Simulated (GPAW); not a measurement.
# Calculated records

```
Quasiparticle gap of Cs2AgSbBr6 (Fm-3m) in GPAW
1.0
     0.00000    5.68925    5.68925
     5.68925    0.00000    5.68925
     5.68925    5.68925    0.00000
Cs Ag Sb Br
2 1 1 6
Direct
  0.75000 0.75000 0.75000
  0.25000 0.25000 0.25000
  0.50000 0.50000 0.50000
  0.00000 0.00000 0.00000
  0.75155 0.24845 0.24845
  0.24845 0.24845 0.75155
  0.24845 0.75155 0.75155
  0.24845 0.75155 0.24845
  0.75155 0.24845 0.75155
  0.75155 0.75155 0.24845
# method: DFT, LDA, plane waves, PAW (and 1 further level or step)
# program: GPAW 26.7.0
# settings of one run: cutoff 450 eV, GPAW PAW setups 1.2.1 data release, 2×2×2 k-mesh, nbands 1249
# notes: The cell and positions are those that the Materials Project relaxed with its own functionals (PBE, PBE+U or r2SCAN), kept fixed. Limits: no spin-orbit coupling. Bands and cutoff are finite, so the gap is not at the basis limit. The miss can reach some tenths of an eV and take either sign; the mesh is an error of its own. The 2×2×2 mesh is coarse for this cell, which bears on the long-range parts of exchange and screening.
# LDA gap: 0.75 eV, indirect
# G0W0 gap on the mesh: 1.62 eV
# GW settings: 2×2×2 mesh, 576 bands, screening to 78 eV, Godby-Needs plasmon pole
# known limits: not at the basis limit; d shell near the gap, gap tends to lie low; no spin-orbit coupling; coarse k mesh
```

[Paths, hosts, dates, memory and timing lines, banners, echoed tables and standing remarks are left out of the program output.]

[Logs are printed without paths, hosts, clocks, repeated set-up lines and the standing remarks that a program may print on its own settings, such as how far it seeks lower states.]

[Runs of the session that timed out or met a known fault of the program may be left out.]

[Hosts, paths, dates, database ids (printed as entryN), source tags and the programs' standing remarks are cut or masked in the printed files.]
